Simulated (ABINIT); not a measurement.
**CaSe: optical spectrum from first principles**

Wanted: where CaSe starts to absorb, how strongly, and its refractive index. The cell comes from an older database entry, whose edges can differ from later determinations, mostly by under a per cent.

Method: DFT, PBE, plane waves with norm-conserving potentials (PseudoDojo), scalar-relativistic, independent-particle linear optical response without local fields, in ABINIT 10.8.3.

The database entry behind the starting cell differs from later determinations by our own check (0.1 to 0.3 % short, probably kX units), so it need not match the best structure at ambient conditions.

## 1. The structure

It takes space group Fm-3m (No. 225, cubic). Conventional cell: a = 5.912 Å, b = 5.912 Å, c = 5.912 Å, α = 90.00°, β = 90.00°, γ = 90.00°. Nearest to Se lie 6 Ca at 2.96 Å. Ca has 6 Se at 2.96 Å nearest. Farther neighbours and most contacts between anions are not listed.

## 2. Ground state, bands and velocity matrix elements

First the ground state: is it a metal or has it a gap?

This step: DFT, PBE, plane waves with norm-conserving potentials (PseudoDojo), scalar-relativistic, ground state, bands at fixed density and velocity matrix elements (ABINIT 10.8.3).

File run.abi:

```
# ground state, bands on a dense mesh, and the derivatives d/dk of the wave functions
ndtset 3

ngkpt1 7 7 7
shiftk1 0.0 0.0 0.0
tolvrs1 1.0d-12
nband1 17
prtden1 1

iscf2 -2
getden2 1
ngkpt2 10 10 10
shiftk2 0.0 0.0 0.0
kptopt2 1
nband2 39
nbdbuf2 4
tolwfr2 1.0d-14

optdriver3 8
wfk_task3 "wfk_ddk"
prtevk3 1
getwfk3 2
getden3 1
iscf3 -2
ngkpt3 10 10 10
shiftk3 0.0 0.0 0.0
kptopt3 1
nband3 39

nshiftk 1
occopt 3
tsmear 0.001837
ecut 35.0
nstep 80
iomode 3
chksymbreak 0
chkprim 0
chksymtnons 0
acell 3*1.0 Angstrom
rprim
  0.000000000000 2.956000000000 2.956000000000
  2.956000000000 0.000000000000 2.956000000000
  2.956000000000 2.956000000000 0.000000000000
natom 2
ntypat 2
znucl 34 20
typat 1 2
xred
  0.500000000000 0.500000000000 0.500000000000
  0.000000000000 0.000000000000 0.000000000000
pseudos "Se.upf, Ca.upf"
```

Command:

```sh
$ mpirun -n 4 abinit run.abi
```

Numbers of over 12 decimals in the logs are rounded to 6 here.

The log of the run:

```text
DATASET    1 : space group Fm -3 m (#225); Bravais cF (face-center cubic)
 DATASET    2 : space group Fm -3 m (#225); Bravais cF (face-center cubic)
 DATASET    3 : space group Fm -3 m (#225); Bravais cF (face-center cubic)
            ngfft          45      45      45
                         0.06997    0.06997    0.06997    0.03499    0.01749    0.06997
                         0.06997    0.03499    0.01749    0.03499    0.06997    0.13994
                         0.00600    0.02400    0.02400    0.02400    0.02400    0.02400
                         0.02400    0.02400    0.01200    0.00600    0.02400    0.02400
                         0.02400    0.02400    0.02400    0.01200    0.00600    0.02400
                         0.02400    0.02400    0.01200    0.00600    0.02400    0.01200
                         0.00300    0.02400    0.04800    0.04800    0.02400    0.02400
                         0.04800    0.04800    0.04800    0.02400    0.02400    0.04800
                         0.02400    0.01200    0.02400    0.02400    0.01200
                         0.00600    0.02400    0.02400    0.02400    0.02400    0.02400
                         0.02400    0.02400    0.01200    0.00600    0.02400    0.02400
                         0.02400    0.02400    0.02400    0.01200    0.00600    0.02400
                         0.02400    0.02400    0.01200    0.00600    0.02400    0.01200
                         0.00300    0.02400    0.04800    0.04800    0.02400    0.02400
                         0.04800    0.04800    0.04800    0.02400    0.02400    0.04800
                         0.02400    0.01200    0.02400    0.02400    0.01200
== DATASET  1 ==================================================================
 Real(R)+Recip(G) space primitive vectors, cartesian coordinates (Bohr,Bohr^-1):
 R(1)=  0.0000000  5.5860304  5.5860304  G(1)= -0.0895090  0.0895090  0.0895090
 R(2)=  5.5860304  0.0000000  5.5860304  G(2)=  0.0895090 -0.0895090  0.0895090
 R(3)=  5.5860304  5.5860304  0.0000000  G(3)=  0.0895090  0.0895090 -0.0895090
 Unit cell volume ucvol=  3.4861004E+02 bohr^3
 Angles (23,13,12)=  6.00000000E+01  6.00000000E+01  6.00000000E+01 degrees
 getcut: wavevector=  0.0000  0.0000  0.0000  ngfft=  45  45  45
     iter   Etot(hartree)      deltaE(h)  residm     vres2
 ETOT  1  -159.11614138323    -1.591E+02 2.243E+00 2.852E+01
 ETOT  2  -160.08190692611    -9.658E-01 2.462E-02 1.137E+02
 ETOT  3  -160.09088645032    -8.980E-03 1.520E-02 3.320E+01
 ETOT  4  -160.09459549696    -3.709E-03 7.859E-03 1.207E-01
 ETOT  5  -160.09462666096    -3.116E-05 8.132E-03 8.406E-03
 ETOT  6  -160.09462814339    -1.482E-06 2.024E-03 7.008E-04
 ETOT  7  -160.09462825615    -1.128E-07 1.632E-03 8.296E-06
 ETOT  8  -160.09462825994    -3.789E-09 2.361E-03 7.723E-06
 ETOT  9  -160.09462826109    -1.152E-09 2.286E-03 1.811E-08
 ETOT 10  -160.09462826112    -2.424E-11 2.465E-03 1.495E-09
 ETOT 11  -160.09462826113    -1.282E-11 1.873E-03 1.277E-10
 ETOT 12  -160.09462826112     7.162E-12 1.507E-03 2.169E-11
 ETOT 13  -160.09462826112     1.819E-12 8.872E-04 5.898E-13
 At SCF step   13       vres2   =  5.90E-13 < tolvrs=  1.00E-12 =>converged.
 Cartesian components of stress tensor (hartree/bohr^3)
  sigma(1 1)=  9.61335306E-05  sigma(3 2)=  0.00000000E+00
  sigma(2 2)=  9.61335306E-05  sigma(3 1)=  0.00000000E+00
  sigma(3 3)=  9.61335306E-05  sigma(2 1)=  0.00000000E+00
 Mean square residual over all n,k,spin=   96.091E-07; max=  88.723E-05
 Fermi (or HOMO) energy (hartree) =   0.19020   Average Vxc (hartree)=  -0.35043
 Eigenvalues (hartree) for nkpt=  20  k points:
 kpt#   1, nband= 17, wtk=  0.00292, kpt=  0.0000  0.0000  0.0000 (reduced coord)
  -1.53638   -1.53638   -1.53608   -1.53608   -1.53608   -1.30939   -0.61060   -0.61060
  -0.61060   -0.28143    0.15237    0.15237    0.15237    0.27562    0.28872    0.28872
   2.00000    2.00000    2.00000    2.00000    2.00000    2.00000    2.00000    2.00000
   2.00000    2.00000    2.00000    2.00000    2.00000    0.00000    0.00000    0.00000
kinetic             :  9.16680401125146E+01
hartree             :  4.53702048266086E+01
xc                  : -3.16196107496332E+01
Ewald energy        : -8.86553272043264E+01
psp_core            :  3.12259795389196E+00
local_psp           : -1.30244461554166E+02
non_local_psp       : -4.97360716460073E+01
internal            : -1.60094628261117E+02
'-kT*entropy'       : -1.65384145473146E-12
total_energy        : -1.60094628261119E+02
total_energy_eV     : -4.35639676552006E+03
 Cartesian components of stress tensor (hartree/bohr^3)
  sigma(1 1)=  9.61335306E-05  sigma(3 2)=  0.00000000E+00
  sigma(2 2)=  9.61335306E-05  sigma(3 1)=  0.00000000E+00
  sigma(3 3)=  9.61335306E-05  sigma(2 1)=  0.00000000E+00
-Cartesian components of stress tensor (GPa)         [Pressure= -2.8283E+00 GPa]
== DATASET  2 ==================================================================
 Real(R)+Recip(G) space primitive vectors, cartesian coordinates (Bohr,Bohr^-1):
 R(1)=  0.0000000  5.5860304  5.5860304  G(1)= -0.0895090  0.0895090  0.0895090
 R(2)=  5.5860304  0.0000000  5.5860304  G(2)=  0.0895090 -0.0895090  0.0895090
 R(3)=  5.5860304  5.5860304  0.0000000  G(3)=  0.0895090  0.0895090 -0.0895090
 Unit cell volume ucvol=  3.4861004E+02 bohr^3
 Angles (23,13,12)=  6.00000000E+01  6.00000000E+01  6.00000000E+01 degrees
 getcut: wavevector=  0.0000  0.0000  0.0000  ngfft=  45  45  45
 Mean square residual over all n,k,spin=   50.360E-16; max=  99.985E-16
 Eigenvalues (hartree) for nkpt=  47  k points:
 kpt#   1, nband= 39, wtk=  0.00100, kpt=  0.0000  0.0000  0.0000 (reduced coord)
  -1.53638   -1.53638   -1.53608   -1.53608   -1.53608   -1.30939   -0.61060   -0.61060
  -0.61060   -0.28143    0.15237    0.15237    0.15237    0.27562    0.28872    0.28872
   0.28872    0.30954    0.30954    0.50959    0.60575    0.60575    0.60575    0.68759
   0.68759    0.68759    0.71974    0.71974    0.93476    1.06862    1.06862    1.06862
   1.10790    1.10790    1.10790    1.14846    1.14846    1.17685    1.17685
== DATASET  3 ==================================================================
            ngfft          45      45      45
                         0.06997    0.06997    0.06997    0.03499    0.01749    0.06997
                         0.06997    0.03499    0.01749    0.03499    0.06997    0.13994
[...]
0.00300    0.02400    0.04800    0.04800    0.02400    0.02400
                         0.04800    0.04800    0.04800    0.02400    0.02400    0.04800
                         0.02400    0.01200    0.02400    0.02400    0.01200
                         0.00600    0.02400    0.02400    0.02400    0.02400    0.02400
                         0.02400    0.02400    0.01200    0.00600    0.02400    0.02400
                         0.02400    0.02400    0.02400    0.01200    0.00600    0.02400
                         0.02400    0.02400    0.01200    0.00600    0.02400    0.01200
                         0.00300    0.02400    0.04800    0.04800    0.02400    0.02400
                         0.04800    0.04800    0.04800    0.02400    0.02400    0.04800
                         0.02400    0.01200    0.02400    0.02400    0.01200
[shortened to cell, iterations, levels, energies and stress; the echo of variables, forces, comments, warnings and credits are left out]
```

Wall time 66 s (4 MPI ranks of Arm Neoverse V2, shared host); peak memory 0.13 GiB.

Read-outs, printed or worked out from the files:

| Item | Value |
| --- | --- |
| total energy | -160.1 Ha |
| gap on the k-mesh | 2.030 eV |
| direct gap on the mesh | 2.965 eV |

There is a gap, 2.03 eV on this mesh (points off the mesh can give less), so no carriers' term is needed.

## 3. Optical response

The spectrum is a sum over vertical transitions between filled and empty bands at the fixed density, so many empty bands are needed.

This step: DFT, PBE, plane waves with norm-conserving potentials (PseudoDojo), scalar-relativistic, independent-particle linear optical response without local fields (ABINIT 10.8.3).

File optic.abi:

```
&FILES
 ddkfile_1 = 'runo_DS3_1_EVK.nc',
 ddkfile_2 = 'runo_DS3_2_EVK.nc',
 ddkfile_3 = 'runo_DS3_3_EVK.nc',
 wfkfile = 'runo_DS2_WFK.nc'
/
&PARAMETERS
 broadening = 0.001837,
 domega = 0.0020212,
 maxomega = 0.80849,
 scissor = 0.0,
 tolerance = 0.002,
 nband_sum = 35
/
&COMPUTATIONS
 num_lin_comp = 1,
 lin_comp = 11,
 num_nonlin_comp = 0,
 num_linel_comp = 0,
 num_nonlin2_comp = 0
/
```

Command:

```sh
$ optic optic.abi
```

The log of the run:

```text

 OPTIC has originally been developed by
 S. Sharma, J. K. Dewhurst and C. Ambrosch-Draxl, Phys. Rev. B 67, 165332 (2003), and
 S. Sharma and C. Ambrosch-Draxl, Physica Scripta T 109 (2004).

 rprimd(bohr)      =   0.00000   5.58603   5.58603
                       5.58603   0.00000   5.58603
                       5.58603   5.58603   0.00000
 natom             =       2
 nkpt,mband        =      47      39
 ecut              =  35.00000 Ha
 newocc: new Fermi energy is       0.189836 , with nelect=     26.000000, Number of bisection calls: 14
 Fermi level: 5.1657  (eV)

 fermie            =   0.18984 Ha   5.16571 eV
 Scissor shift     =   0.00000 Ha
 Tolerance on closeness to singularities     =   0.00200 Ha
 Smearing factor      =   0.00184 Ha
 Will use the antiresonant approximation (meaning that the antiresonant terms are neglected)
 Will not perform the bands decomposition
 linear coeffs to be calculated :
 11
 non-linear coeffs to be calculated :

 electronic part of electro-optic coeffs to be calculated :

 non-linear coeffs (V2) to be calculated :

 linear optic matrix elements will be printed :0
 optic : Call pmat2cart
 No scissor shift to be applied. Returning to main optic routine.
 optic : Call linopt
  linopt            1           1
 calculated the component:           1           1   of dielectric function
  with broadening:         (0.000000,1.83700000000000009E-003)
 and scissors shift:   0.000000
 energy window:   73.525212      eV   2.702002      Ha
 optic : Call nlinopt
 optic : Call linelop
 optic : Call nonlinopt

================================================================================

 Calculation completed.
-
program: optic
version: 10.8.3
start_datetime:
end_datetime:
overall_cpu_time:           0.2
overall_wall_time:           0.2
mpi_procs: 1
omp_threads: 1
...
```

Run time: 0.65 s. Hardware: 1 thread; peak memory 0.05 GiB.

This step gave:

```
electronic dielectric constant ε∞, mean over x, y and z (by symmetry where fewer were run) : 6.091
centre of weight of the strongest loss peak in the window                                  : 15.44 eV
```

The Im ε, E ∥ x has structure finer than the step of the table below, so its rows give means over 0.5 eV, whole bins alone (the curve runs from 0.0550 to 21.9 eV). Peaks (eV: height): 3.79: 8.82, 4.56: 9.98, 5.11: 10.4, 5.44: 10.9, 5.72: 9.49, 6.27: 10.1, 6.98: 8.83.

Sum at mesh points, not converged in k; values under the direct gap are tails of Lorentzian lines. The Im ε, E ∥ x by photon energy; means over each step:

```
photon energy (eV)  Im ε, E ∥ x
               0.5      0.00996
               1.0       0.0218
               1.5       0.0384
               2.0       0.0680
               2.5        0.153
               3.0         1.48
               3.5         4.80
               4.0         7.09
               4.5         8.10
               5.0         7.74
               5.5         8.28
               6.0         7.91
               6.5         7.72
               7.0         6.88
               7.5         5.80
               8.0         3.44
               8.5         3.05
               9.0         1.66
               9.5         1.52
              10.0         1.85
              10.5         1.95
              11.0         2.10
              11.5         2.27
              12.0         1.09
              12.5        0.841
              13.0        0.718
              13.5        0.681
              14.0        0.716
              14.5        0.475
              15.0        0.523
              15.5        0.526
              16.0        0.361
              16.5        0.461
              17.0        0.507
              17.5        0.277
              18.0        0.227
              18.5        0.219
              19.0        0.175
              19.5        0.111
              20.0        0.109
              20.5        0.132
              21.0        0.110
              21.5       0.0840
```

The reflectivity at normal incidence, E ∥ x has structure finer than the step of the table below, so its rows give means over 1 eV, whole bins alone (the curve runs from 0.0550 to 21.9 eV). Peaks (eV: height): 6.4: 44.4, 7.8: 53.2, 8.4: 50.1, 8.6: 52.3, 9.1: 64.1, 11.7: 52.7, 12.4: 45.4.

Sum at mesh points, not converged in k. The reflectivity at normal incidence, E ∥ x by photon energy; means over each step:

```
photon energy (eV)  reflectivity at normal incidence, E ∥ x (%)
                 1                                         18.6
                 2                                         20.8
                 3                                         27.3
                 4                                         31.2
                 5                                         32.4
                 6                                         35.7
                 7                                         39.3
                 8                                         44.8
                 9                                         44.3
                10                                         21.6
                11                                         24.1
                12                                         41.7
                13                                         30.5
                14                                         22.5
                15                                         14.1
                16                                         10.3
                17                                         8.99
                18                                         4.84
                19                                         2.40
                20                                        0.661
                21                                        0.205
```

The loss function −Im 1/ε at q → 0, E ∥ x has structure finer than the step of the table below, so its rows give means over 1 eV, whole bins alone (the curve runs from 0.0550 to 21.9 eV). Peaks (eV: height): 13.0: 1.71, 13.8: 2.29, 14.4: 2.43, 14.6: 2.66, 15.8: 2.37, 17.3: 2.32, 17.8: 1.77.

Sum at mesh points, not converged in k; values under the direct gap are tails of Lorentzian lines. Table of loss function −Im 1/ε at q → 0, E ∥ x by energy loss; means over each step:

| energy loss (eV) | loss function −Im 1/ε at q → 0, E ∥ x |
| --- | --- |
| 1 | 5.5e-4 |
| 2 | 0.00138 |
| 3 | 0.0162 |
| 4 | 0.0582 |
| 5 | 0.0912 |
| 6 | 0.118 |
| 7 | 0.139 |
| 8 | 0.200 |
| 9 | 0.374 |
| 10 | 0.555 |
| 11 | 0.457 |
| 12 | 0.509 |
| 13 | 1.13 |
| 14 | 1.53 |
| 15 | 1.81 |
| 16 | 1.71 |
| 17 | 1.54 |
| 18 | 0.985 |
| 19 | 0.520 |
| 20 | 0.197 |
| 21 | 0.137 |

Optical constants at common wavelengths, from n + ik = √ε:

```
wavelength (nm)     n      k  R (%)     1/α
           1064  2.52  0.005   18.7   16 µm
            800  2.57  0.008   19.4  8.2 µm
            633  2.65  0.012   20.5  4.2 µm
            450  3.00  0.047   25.1  759 nm
            365  3.30  0.711   30.6   41 nm
            248  2.58  1.180   27.4   17 nm
            193  1.70  1.880   37.1  8.2 nm
```

Below the direct gap, k and the depth come from the tails of the Lorentzian lines, not from transitions.

Rows near the edge hang on the gap, which this functional as a rule makes too small, and phonon-assisted absorption is left out.

## 4. What came out

```json
{"electronic dielectric constant ε∞, mean over x, y and z (by symmetry where fewer were run) (independent particles)": "6.09", "centre of weight of the strongest loss peak in the window, first axis": "15.4 eV"}
```

At this level (PBE, independent particles) CaSe has ε∞ = 6.09 and n = 2.49 at 1550 nm. On the mesh the gap is 2.03 eV and the least direct gap 2.96 eV, so on this mesh the band edges lie at different points. Excitons and phonon-assisted transitions are missing, and so are local fields; PBE gaps are as a rule too small, which pulls the onset down and ε∞ up. The sum runs over mesh points 0.18 Å⁻¹ apart with no interpolation, so peaks are partly noise of the mesh and static values carry its error. Besides steps told in other documents, this task had 1 run with a known fault of program or setting; those not told in a step above aren't shown.

[Logs are printed without paths, hosts, clocks, repeated set-up lines and the standing remarks that a program may print on its own settings, such as how far it seeks lower states.]

[Hosts, paths, dates, database ids (printed as entryN), source tags and the programs' standing remarks are cut or masked in the printed files.]
